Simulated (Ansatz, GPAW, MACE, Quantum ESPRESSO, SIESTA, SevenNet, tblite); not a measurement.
**GPAW on HfO2(111) slab (54 atoms): settings against a plane-wave reference**

How do the settings of GPAW change the result for HfO2(111) slab (54 atoms)? A plane-wave run serves as the yardstick.

Main program and level: GPAW 26.7.0; the method is named at each step.

**1. Set-up**

The cell holds 54 atoms: 18 Hf and 36 O. Cell: a = 10.776 Å, b = 7.184 Å, c = 17.332 Å, α = 90.0°, β = 90.0°, γ = 120.0°. It derives from HfO2 (fluorite-type). Fluorite-type HfO2 (a = 5.08 Å), (111) slab of 3 repeat layers, 3 x 2 surface cells, 10 Å of vacuum; not relaxed, displaced by a Gaussian of 0.02 Å. Then every atom was moved at random, 0.05 Å r.m.s. a Cartesian component. Vacuum lies along c.

The yardstick, on the same geometry:

* method: Kohn-Sham DFT, PBE, PAW, plane waves (Ansatz 0.2.0); cutoff 420 eV, Γ point, fermi-dirac smearing of 0.05 eV; PAW set soft_2
* r.m.s. force component: 0.8861 eV/Å
* longest force: 3.14 eV/Å
* gap (highest filled to lowest empty level): 3.474 eV
* SCF cycles: 10
* time: 23 s on 4 threads of Arm Neoverse V1, shared host
* CPU time: 81 s

**2. PBE, LCAO dzp, h 0.18 Å**

Method: Kohn-Sham DFT, PBE, PAW, atomic orbitals (dzp).

run.py reads:

```python
import numpy as np
from ase.io import read
from gpaw import GPAW, FermiDirac

atoms = read("structure.xyz")
atoms.calc = GPAW(
    mode="lcao",
    basis="dzp",
    h=0.18,
    xc="PBE",
    kpts={"size": (1, 1, 1), "gamma": True},
    occupations=FermiDirac(0.05),
    maxiter=200,
    symmetry={"point_group": False},
    txt="gpaw.txt",
)
energy = atoms.get_potential_energy(force_consistent=True)
forces = atoms.get_forces()
print(f"energy {energy:.6f} eV")
print("forces (eV/A)")
for i, (a, f) in enumerate(zip(atoms, forces)):
    print(f"{i:4d} {a.symbol:2s} {f[0]:10.5f} {f[1]:10.5f} {f[2]:10.5f}")
print(f"Fermi level {atoms.calc.get_fermi_level():.4f} eV")
for k in range(len(atoms.calc.get_ibz_k_points())):
    for s in range(atoms.calc.get_number_of_spins()):
        e = atoms.calc.get_eigenvalues(kpt=k, spin=s)
        n = np.searchsorted(e, atoms.calc.get_fermi_level())
        print(f"k {k} spin {s} levels about the Fermi level:", np.round(e[max(n - 6, 0):n], 4).tolist(), "|", np.round(e[n:n + 6], 4).tolist())
```

structure.xyz reads:

```xyz
54
Lattice="10.77631 0.00000 0.00000 -3.59210 6.22170 0.00000 0.00000 0.00000 17.33235" Properties=species:S:1:pos:R:3 pbc="T T T"
Hf 1.81254 3.01354 5.78641
O 0.00722 4.01318 4.90731
O 1.85044 5.13452 6.43013
Hf 1.74375 5.15001 8.74972
O 1.92135 3.07483 7.94948
O 0.04634 4.15578 9.37143
Hf 0.03517 4.13762 11.65705
O 1.75572 5.16550 10.88090
O 8.92013 3.15639 12.33041
Hf 3.56685 0.01288 5.72054
O 1.73976 1.08214 4.95203
O 3.55564 2.06473 6.46965
Hf 3.66923 2.07593 8.56443
O -0.04400 6.20080 7.86611
O 1.79160 1.05004 9.37715
Hf 1.84710 1.13422 11.66623
O 3.53704 2.02846 10.80568
O 0.00079 0.02047 12.30891
Hf 5.39904 3.03886 5.74567
O 3.65403 4.09027 5.00056
O 5.37066 5.28229 6.45162
Hf 5.46119 5.18877 8.60447
O 5.38004 3.13263 7.92626
O 3.58492 4.11217 9.45046
Hf 3.66973 4.18160 11.53052
O 5.32569 5.20769 10.87258
O 1.76290 3.09150 12.36888
Hf 3.65522 6.17050 5.79108
O 5.40400 1.09676 4.97248
O 7.19010 2.19925 6.51436
Hf 7.17857 2.12701 8.58298
O 3.55450 6.21336 7.84479
O 5.46664 0.97668 9.37871
Hf 5.37469 1.02359 11.64422
O 7.23924 2.18002 10.76426
O 3.70299 0.07721 12.29713
Hf 8.93353 3.06021 5.78207
O 7.23525 4.18895 5.00125
O -1.82604 5.22585 6.43030
Hf -1.80273 5.10746 8.67085
O -1.78373 3.20150 7.92279
O 7.16201 4.17936 9.40869
Hf 7.17228 4.11397 11.52827
O -1.82098 5.16874 10.88645
O 5.37436 3.09878 12.32538
Hf 7.15572 6.21150 5.73891
O 8.92968 1.04749 4.98877
O 0.06865 2.03487 6.52026
Hf -0.00183 2.10038 8.60101
O -3.57608 6.21691 7.92019
O 9.00695 0.97749 9.41355
Hf 8.89006 0.99087 11.54785
O -0.02360 2.04476 10.87882
O 3.58941 6.07487 12.32521
```

The run is started by

```bash
OMP_NUM_THREADS=1 python run.py > output.txt
```

The log of the run:

```text
energy -466.441481 eV
forces (eV/A)
   0 Hf   -0.72614    2.20618   -0.82688
   1 O    -0.53290    0.61274    0.54235
   2 O    -1.16184    0.35216    0.30274
   3 Hf    1.20739    0.33301   -1.40035
   4 O    -1.43883    0.59646   -0.56362
   5 O    -0.65545   -0.48411    0.54480
   6 Hf   -1.29691   -1.02018   -1.02458
   7 O     0.35692   -0.14233   -0.52718
   8 O     0.44364   -0.35160    0.92956
   9 Hf    0.37593   -1.60869    0.29827
  10 O     0.44228   -0.67684   -0.70280
  11 O     1.40337   -0.79531    0.01169
  12 Hf   -1.81603   -1.20362    2.52081
  13 O     0.73033    0.00256   -0.02039
  14 O    -0.16281   -0.25922    0.33003
  15 Hf   -1.76862   -1.15525   -2.03447
  16 O     1.28976    0.45441   -0.24735
  17 O    -0.31634   -0.12906    0.58929
  18 Hf   -0.76668    0.91648   -1.35870
  19 O     0.33421    0.15366   -0.32088
  20 O     1.20916   -1.47282    1.04576
  21 Hf   -1.30043    1.12599    0.71236
  22 O     0.11602    0.01047   -0.70422
  23 O     0.48907    0.72192   -0.72161
[...]
46 O     0.16215    0.54659   -0.39055
  47 O    -1.16500    0.29034    0.53627
  48 Hf    1.72186   -1.22007    2.35799
  49 O    -0.36384   -0.44934   -0.46011
  50 O    -0.47554    0.65241   -0.90875
  51 Hf    2.22233    0.94316    0.13551
  52 O    -0.21567    1.06462   -0.61343
  53 O    -0.45891    2.35918    0.96901
Fermi level 2.9598 eV
k 0 spin 0 levels about the Fermi level: [0.8072, 0.87, 1.0015, 1.0453, 1.0842, 1.4147] | [4.7423, 4.7524, 4.8396, 4.9249, 5.0167, 5.0303]
```

gpaw.txt:

```text
Input parameters:
  mode=LCAO(),
  basis={'default': 'dzp'},
  h=0.18,
  kpts=MonkhorstPack(size=(1, 1, 1), gamma=True),
  maxiter=200,
  occupations=Occupations(name='fermi-dirac', width=0.05, fixmagmom=False),
  symmetry=Symmetry(point_group=False),
  xc=XC(name='PBE')
Unit cell  # Å
| periodic |         x |        y |         z |   lengths |     angles |
|----------|-----------|----------|-----------|-----------|------------|
|      yes | 10.776310 | 0.000000 |  0.000000 | 10.776310 |  90.000000 |
|      yes | -3.592100 | 6.221700 |  0.000000 |  7.184200 |  90.000000 |
|      yes |  0.000000 | 0.000000 | 17.332350 | 17.332350 | 119.999999 |
Number of symmetries: 1
Symmetry operations  # r_c * U_cc + t_c -> r_c
|   | kind |            matrix            |
|---|------|------------------------------|
| 0 |  E   |  1, 0, 0,  0, 1, 0,  0, 0, 1 |
BZ-sampling:
  Number of BZ points: 1
  Number of IBZ points: 1
  Monkhorst-Pack size: [1, 1, 1]
  Monkhorst-Pack shift: [0, 0, 0]
[... lines left out ...]
eigensolver:
density mixing:
  MSR1-Mixer
occupation numbers:
  Fermi-Dirac:
    width: 0.0500  # eV
FastPoissonSolver using
    Stencil: 8*3+1=25 point O(h^6) finite-difference Laplacian
xc functional:
  name: PBE with 2 nearest neighbor stencil
interpolation: tri-quintic # 5. degree polynomial
Initialization done in: 11.552 s
convergence criteria:
- Maximum [total energy] change in last 3 cyles: 0.0005 eV / valence electron
- Maximum integral of absolute [dens]ity change: 0.0001 electrons / valence electron
- Maximum integral of absolute [eigenst]ate change: 4e-08 eV^2 / valence electron
maximum number of iterations: 200
SCF iterations
|iter     |      energy | eigst |  dens |
|---------|-------------|-------|-------|
|iter:   1| -514.852908 |      c|       |
|iter:   2| -501.222887 |      c| -0.88 |
|iter:   3| -466.757855 |      c| -0.94 |
|iter:   4| -466.434208 |      c| -1.50 |
|iter:   5| -466.605671 |      c| -1.75 |
|iter:   6| -466.447366c|      c| -2.23 |
|iter:   7| -466.443323c|      c| -2.90 |
|iter:   8| -466.441821c|      c| -3.18 |
|iter:   9| -466.441484c|      c| -3.54 |
|iter:  10| -466.441481c|      c| -4.13c|
Converged in 10 steps
SCF loop duration: 188.899 s (18.890 s/step)
Energy contributions relative to reference atoms: (reference = -7451420.757797)
Energy contributions:
  Kinetic:         418.291927
  Coulomb:        -485.620652
  Zero:             17.739186
  External:          0.000000
  Xc:             -416.851942
  Entropy:          -0.000000
  Spinorbit:         0.000000
  ----------------------------
  Free energy:    -466.441481
  Extrapolated:   -466.441481
dipole moment: (-14.279326, 52.885587, 0.241978)  # |e|*Ang
Fermi level: 2.960
Eigenvalues  # (at kpt = [0.000, 0.000, 0.000])
| band index |      eig [eV] | occ [0-2] |
|------------|---------------|-----------|
|          0 |       -60.597 |     2.000 |
|        ... |               |           |
|        208 |         0.761 |     2.000 |
|        209 |         0.773 |     2.000 |
[...]
|        223 |         5.217 |     0.000 |
|        ... |               |           |
|        263 |         6.947 |     0.000 |
Gap: 3.328 eV
Transition (v -> c):
  (s=0, k=0, n=215, [0.00, 0.00, 0.00]) -> (s=0, k=0, n=216, [0.00, 0.00, 0.00])
No difference between direct/indirect transitions
Force computation time: 48.824  # s
timing:  # [seconds]
  Total:  249.308  # ━━━━━━━━━━━━━━━━━━━━━━━━━━━━━━━━━━━━━━━━━━━━━━━━━━━━━━━━
  Init:    11.551  # ━━╸
  SCF:    188.899  # ━━━━━━━━━━━━━━━━━━━━━━━━━━━━━━━━━━━━━━━━━━╸
  Forces:  48.824  # ━━━━━━━━━━━
```

The job ended after 4.2 min (1 thread of Arm Neoverse V1, shared host; peak memory 1.5 GiB).

Banners, paths, timers and routine set-up lines are dropped from the logs unmarked, and long logs keep their key lines alone; longer cuts are marked.

Against the reference:

* r.m.s. force component: 0.9992 eV/Å
* r.m.s. difference of force components: 166.7 meV/Å
* longest difference of force vectors: 612.7 meV/Å
* force difference over r.m.s. force: 18.81 %
* slope of forces against the reference's: 1.118
* correlation of force components: 0.9915
* gap (highest filled to lowest empty level): 3.328 eV
* gap difference: -0.1459 eV

Length of the force difference by element (eV/Å):

| element | atoms | mean | most |
| --- | --- | --- | --- |
| Hf | 18 | 0.42 | 0.61 |
| O | 36 | 0.16 | 0.36 |

Levels nearest the highest filled one (eV from it): -0.61, -0.54, -0.41, -0.37, -0.33, 0.00, 3.33, 3.34, 3.42, 3.51, 3.60, 3.62.

The surroundings of Hf7, picked at random, nearest first, numbered as they follow in the input and with coordinates relative to it.

| atom | x | y | z | distance (Å) | bonds | Fx | Fy | Fz (eV/Å) |
| --- | --- | --- | --- | --- | --- | --- | --- | --- |
| Hf7 | 0.00 | 0.00 | 0.00 | 0.00 | 7 | -1.30 | -1.02 | -1.02 |
| O27 | 1.73 | -1.05 | 0.71 | 2.14 | 3 | 0.34 | 0.48 | 0.96 |
| O8 | 1.72 | 1.03 | -0.78 | 2.15 | 4 | 0.36 | -0.14 | -0.53 |
| O53 | -0.06 | -2.09 | -0.78 | 2.23 | 4 | -0.22 | 1.06 | -0.61 |
| O9 | -1.89 | -0.98 | 0.67 | 2.23 | 3 | 0.44 | -0.35 | 0.93 |
| O36 | 0.08 | 2.16 | 0.64 | 2.26 | 3 | -0.76 | -0.60 | 1.65 |
| O44 | -1.86 | 1.03 | -0.77 | 2.26 | 4 | 0.90 | 0.05 | -1.09 |
| O6 | 0.01 | 0.02 | -2.29 | 2.29 | 4 | -0.66 | -0.48 | 0.54 |
| Hf16 | 1.81 | -3.00 | 0.01 | 3.51 | 7 | -1.77 | -1.16 | -2.03 |

Atoms are counted from 1 here, from 0 in the log.

Forces lie 19 % from the reference's, at 3.1 times its CPU time (on 1 against 4 cores).

The difference per atom is largest on Hf (0.42 eV/Å on average, against 0.16 on O).

**3. PBE, LCAO dzp, h 0.28 Å**

Method: Kohn-Sham DFT, PBE, PAW, atomic orbitals (dzp).

Changes to run.py since step 2:

```diff
@@ -8,3 +8,3 @@
     basis="dzp",
-    h=0.18,
+    h=0.28,
     xc="PBE",
```

structure.xyz is that of step 2.

The log of the run:

```text
energy -404.351993 eV
forces (eV/A)
   0 Hf   -0.72615    2.21056   -0.95056
   1 O     0.07906    1.74371    0.57172
   2 O    -4.02365    0.25872   -3.04118
   3 Hf    1.25664    0.37902   -1.51075
   4 O    -2.02383    2.61394   -0.19552
   5 O    -4.97082   -1.38501   -0.83441
   6 Hf   -1.27002   -0.99531   -0.95005
   7 O    -1.83303    0.77514    2.80243
   8 O     3.28053   -1.81716    4.21183
   9 Hf    0.36807   -1.59996    0.16991
  10 O     1.38062   -3.16138   -3.42430
  11 O    -1.11492   -0.58069   -2.34647
  12 Hf   -1.76928   -1.20619    2.57833
  13 O     1.59799    0.15208   -3.25464
  14 O    -2.38901   -1.29742   -0.53389
  15 Hf   -1.74174   -1.17081   -1.96443
  16 O     0.47294    2.79887   -2.38767
  17 O    -0.50297   -1.35800    2.91817
  18 Hf   -0.79616    0.94404   -1.47973
  19 O     1.47248    3.28691   -3.62621
  20 O     2.16701   -3.34023   -1.88634
  21 Hf   -1.31162    1.09414    0.70749
  22 O    -4.00932   -1.03169   -2.18707
  23 O     4.64381    2.51418    2.78300
[...]
46 O    -4.08016   -0.27129   -3.88666
  47 O     2.72373    2.15332    2.33193
  48 Hf    1.74718   -1.23620    2.33278
  49 O    -1.35871   -0.23779   -2.46949
  50 O    -0.59163    0.31796    0.95674
  51 Hf    2.23134    0.93275    0.25710
  52 O    -1.00155    0.95359    2.32552
  53 O    -0.56975    0.24785    3.97235
Fermi level 3.0148 eV
k 0 spin 0 levels about the Fermi level: [0.8097, 0.864, 1.0123, 1.0487, 1.0822, 1.4359] | [4.7324, 4.743, 4.8303, 4.9152, 5.0075, 5.0226]
```

gpaw.txt:

```text
Input parameters:
  mode=LCAO(),
  basis={'default': 'dzp'},
  h=0.28,
  kpts=MonkhorstPack(size=(1, 1, 1), gamma=True),
  maxiter=200,
  occupations=Occupations(name='fermi-dirac', width=0.05, fixmagmom=False),
  symmetry=Symmetry(point_group=False),
  xc=XC(name='PBE')
Unit cell  # Å
| periodic |         x |        y |         z |   lengths |     angles |
[... lines left out ...]
  Fermi-Dirac:
[... lines left out ...]
convergence criteria:
- Maximum [total energy] change in last 3 cyles: 0.0005 eV / valence electron
[... lines left out ...]
Converged in 10 steps
[... lines left out ...]
  Free energy:    -404.351993
  Extrapolated:   -404.351993
dipole moment: (-14.380298, 52.928527, 0.247949)  # |e|*Ang
Fermi level: 3.015
Eigenvalues  # (at kpt = [0.000, 0.000, 0.000])
| band index |      eig [eV] | occ [0-2] |
|------------|---------------|-----------|
|          0 |       -60.606 |     2.000 |
|        ... |               |           |
|        208 |         0.751 |     2.000 |
|        209 |         0.775 |     2.000 |
[...]
|        223 |         5.214 |     0.000 |
|        ... |               |           |
|        263 |         6.967 |     0.000 |
Gap: 3.296 eV
Transition (v -> c):
  (s=0, k=0, n=215, [0.00, 0.00, 0.00]) -> (s=0, k=0, n=216, [0.00, 0.00, 0.00])
No difference between direct/indirect transitions
Force computation time: 16.653  # s
timing:  # [seconds]
  Total:  89.178  # ━━━━━━━━━━━━━━━━━━━━━━━━━━━━━━━━━━━━━━━━━━━━━━━━━━━━━━━━━
  Init:    8.164  # ━━━━━
  SCF:    64.322  # ━━━━━━━━━━━━━━━━━━━━━━━━━━━━━━━━━━━━━━━━━
  Forces: 16.653  # ━━━━━━━━━━╸
```

The job ended after 91 s (1 thread; peak memory 0.53 GiB).

Numbers from this run, and their distance from the reference:

* r.m.s. force component: 2.18 eV/Å
* r.m.s. difference of force components: 1863 meV/Å
* longest difference of force vectors: 5617 meV/Å
* force difference over r.m.s. force: 210.3 %
* slope of forces against the reference's: 1.315
* correlation of force components: 0.5374
* gap (highest filled to lowest empty level): 3.296 eV
* gap difference: -0.177 eV
* energy less the same-level run's: 1150 meV/atom
* r.m.s. force difference from the same-level run: 1850 meV/Å

This is a coarse setting, run to see what it loses.

Against the first run (19 %), the force difference from the reference is 210 %, at 0.36 times the CPU time: the grid matters here.

The difference per atom is largest on O (3.8 eV/Å on average, against 0.49 on Hf). The forces add up to 22 eV/Å instead of zero, usually a sign of too coarse a grid.

(Part 1 of 2 ends here.)

[Also dropped from logs without a mark: logging warnings of Python, and SIESTA's first energy breakdown and zero terms.]

[Logs are printed without paths, hosts, clocks, repeated set-up lines and the standing remarks that a program may print on its own settings, such as how far it seeks lower states.]

[Hosts, paths, dates, database ids (printed as entryN), source tags and the programs' standing remarks are cut or masked in the printed files.]
